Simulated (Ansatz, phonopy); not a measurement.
# Grüneisen parameters and expansion of Mo (Im-3m), part 2 of 2

Aim: how the vibrations of Mo shift with volume, and the expansion that follows.

Ansatz 0.2.0; DFT PBEsol, scalar-relativistic, plane waves, PAW; PAW set soft_1.

So far. Step 14 (Single point at a scaled cell, V/V0 1.05): The run ends at a pressure of -12.39 GPa. Step 15 (Lattice dynamics at this volume, V/V0 1.05): No mode is imaginary beyond numerical noise at the solved wavevectors.

## 16. Mode Grüneisen parameters

This step: DFT PBEsol, scalar-relativistic, plane waves, PAW; PAW set soft_1 (phonopy 4.10.0).

Numbers from this step:

* share of modes with a negative Grüneisen parameter: 0

Mean Grüneisen, by row:

```
T (K)  heat-capacity-weighted mean  root mean square
   50                        1.492             1.544
  100                        1.594             1.647
  200                        1.628             1.681
  300                        1.636             1.688
  500                        1.639             1.691
  800                        1.641             1.693
```

Mean mode Grueneisen parameter against wavenumber:

```
wavenumber (cm⁻¹)  mean mode Grueneisen parameter
                4                               -
               13                               -
               31                            1.04
               40                            1.65
               58                            1.08
               67                             1.1
               76                            1.25
               94                            1.17
              103                            1.15
              112                            1.26
              130                            1.32
              139                            1.35
              157                            1.52
              166                             1.7
              175                            1.75
              193                            1.51
              202                            1.34
              211                            1.39
              229                            1.99
              238                            2.01
              255                             2.1
              264                            2.21
```

Volume series, by row:

```
 V/V0  V (Å³/atom)  pressure (GPa)  E - E0 (meV/atom)  gap (eV)  zero-point energy (meV/atom)  lowest on the path (cm⁻¹)  highest at Gamma without the LO-TO term (cm⁻¹)
 0.97        14.87           9.108              12.81         0                         37.97                          0                                               -
0.985         15.1           4.381              3.138         0                         37.06                          0                                               -
    1        15.33           0.001                  0         0                         36.14                          0                                               -
1.015        15.56          -4.059              2.919         0                         35.23                          0                                               -
 1.03        15.79          -7.817              11.45         0                         34.32                          0                                               -
 1.05         16.1          -12.39              30.84         0                         33.11                          0                                               -
```

Grüneisen at points, by row:

```
point  branch  frequency (cm⁻¹)  mode Grüneisen parameter
    H       1             175.5                      2.52
    N       1             164.5                      2.18
    N       2             198.7                       0.9
    N       3             269.2                      2.23
    P       1             216.6                      1.66
```

## 17. Free-energy fit

This step gave:

| Item | Value |
| --- | --- |
| volume expansion coefficient at 300 K | 15.19 1e-6/K |
| isothermal bulk modulus at 300 K | 272.9 GPa |
| C_P at 300 K | 23.37 J/mol-atom/K |
| Grüneisen parameter at 300 K | 1.66 |

The energy (each curve on its own zero) by volume; values in meV/atom:

```
volume (Å³/atom)  static  F at 0 K  F at 300 K  F at 1300 K
          14.874    12.8      15.1        18.1         34.0
          15.104    3.14      4.56         6.4         16.4
          15.334       0       0.5        1.23         5.01
          15.564    2.92      2.51        2.06        -0.49
          15.794    11.4      10.1        8.46        -0.61
          16.100    30.8      28.3        24.9          6.9
```

Phonopy-qha, vinet fit of F(V) at each temperature; no electronic free energy. Qha vinet, by row:

```
T (K)  fitted volume (Å³/atom)  alpha_V (1e-6/K)  B_T (GPa)  C_P (J/mol-atom/K)  Grueneisen
  100                    15.37              8.39      277.7               13.53       1.581
  150                    15.38              11.9      276.6               18.81       1.625
  200                    15.39             13.64      275.4                21.3       1.643
  250                     15.4             14.59      274.2                22.6       1.653
  300                    15.41             15.19      272.9               23.37        1.66
  350                    15.43              15.6      271.6               23.86       1.665
  400                    15.44             15.91      270.2                24.2        1.67
  450                    15.45             16.16      268.9               24.45       1.674
  500                    15.46             16.37      267.6               24.64       1.679
  550                    15.48             16.55      266.2               24.79       1.683
  600                    15.49             16.73      264.9               24.91       1.687
  650                     15.5             16.89      263.5               25.02       1.692
  700                    15.52             17.04      262.1               25.11       1.696
  750                    15.53             17.19      260.8                25.2         1.7
  800                    15.54             17.33      259.4               25.28       1.704
  850                    15.56             17.47        258               25.35       1.708
  900                    15.57             17.61      256.6               25.42       1.713
  950                    15.58             17.75      255.2               25.48       1.717
 1000                     15.6              17.9      253.8               25.55       1.721
 1050                    15.61             18.04      252.4               25.61       1.726
 1100                    15.63             18.18        251               25.67        1.73
 1150                    15.64             18.32      249.5               25.73       1.735
 1200                    15.65             18.46      248.1               25.79       1.739
 1250                    15.67             18.61      246.7               25.85       1.744
```

The volume expansion coefficient, phonopy-qha, Vinet by temperature:

temperature (K), volume expansion coefficient, phonopy-qha, Vinet (1e-6/K) and a bar from the least value:
```
       75        5.5 
      125       10.5 ###########
      150       11.9 ###############
      200       13.6 ##################
      250       14.6 #####################
      275       14.9 #####################
      325       15.4 #######################
      375       15.8 #######################
      400       15.9 ########################
      450       16.2 ########################
      500       16.4 #########################
      525       16.5 #########################
      575       16.6 #########################
      625       16.8 ##########################
      650       16.9 ##########################
      700       17.0 ##########################
      725       17.1 ##########################
      775       17.3 ###########################
      825       17.4 ###########################
      850       17.5 ###########################
      900       17.6 ############################
      950       17.8 ############################
      975       17.8 ############################
     1025       18.0 ############################
     1075       18.1 #############################
     1100       18.2 #############################
     1150       18.3 #############################
     1200       18.5 #############################
     1225       18.5 ##############################
     1275       18.7 ##############################
```

The fit gives a volume expansion of 15.2 × 10⁻⁶/K at 300 K.

## 18. Results

```
volume expansion coefficient at 300 K  : 15.19 1e-6/K
isothermal bulk modulus at 300 K       : 272.9 GPa
C_P at 300 K                           : 23.37 J/mol-atom/K
Grüneisen parameter at 300 K           : 1.66
mean mode Grüneisen parameter at 300 K : 1.64
```

Near room temperature Mo expands by 15.2 × 10⁻⁶/K in volume by PBEsol, with C_P = 23.4 J/(mol K) per mole of atoms and B_T = 273 GPa. The q-mesh is coarse, and the expansion can converge slowly with it. C_P at room temperature is 94 % of the classical 3R an atom. The fit leaves out the electrons' free energy, which adds to C_P and to the expansion of a metal at high temperature. The heat-capacity-weighted Grüneisen parameter goes from 1.49 at 50 K to 1.64 at 800 K. Weighting γ by the density of states and each mode's heat capacity at 300 K, modes below 90 cm⁻¹ give about 2 % of the sum of γC that drives the expansion, those up to 180 cm⁻¹ 31 % and the rest 68 %. Among the labelled points γ is largest for branch 1 at H (176 cm⁻¹, 2.5) and smallest for branch 2 at N (199 cm⁻¹, 0.9). The program warned that a few bands missed the eigensolver's threshold in at least one of the runs. The PAW files were made for PBE and are used here under another functional, for which the program regenerates the frozen cores.

[Logs are printed without paths, hosts, clocks, repeated set-up lines and the standing remarks that a program may print on its own settings, such as how far it seeks lower states.]

[Hosts, paths, dates, database ids (printed as entryN), source tags and the programs' standing remarks are cut or masked in the printed files.]

[A step with changed settings may run another functional than the one named; its input shows which.]

[Of the runs on displaced cells, only some may be shown.]
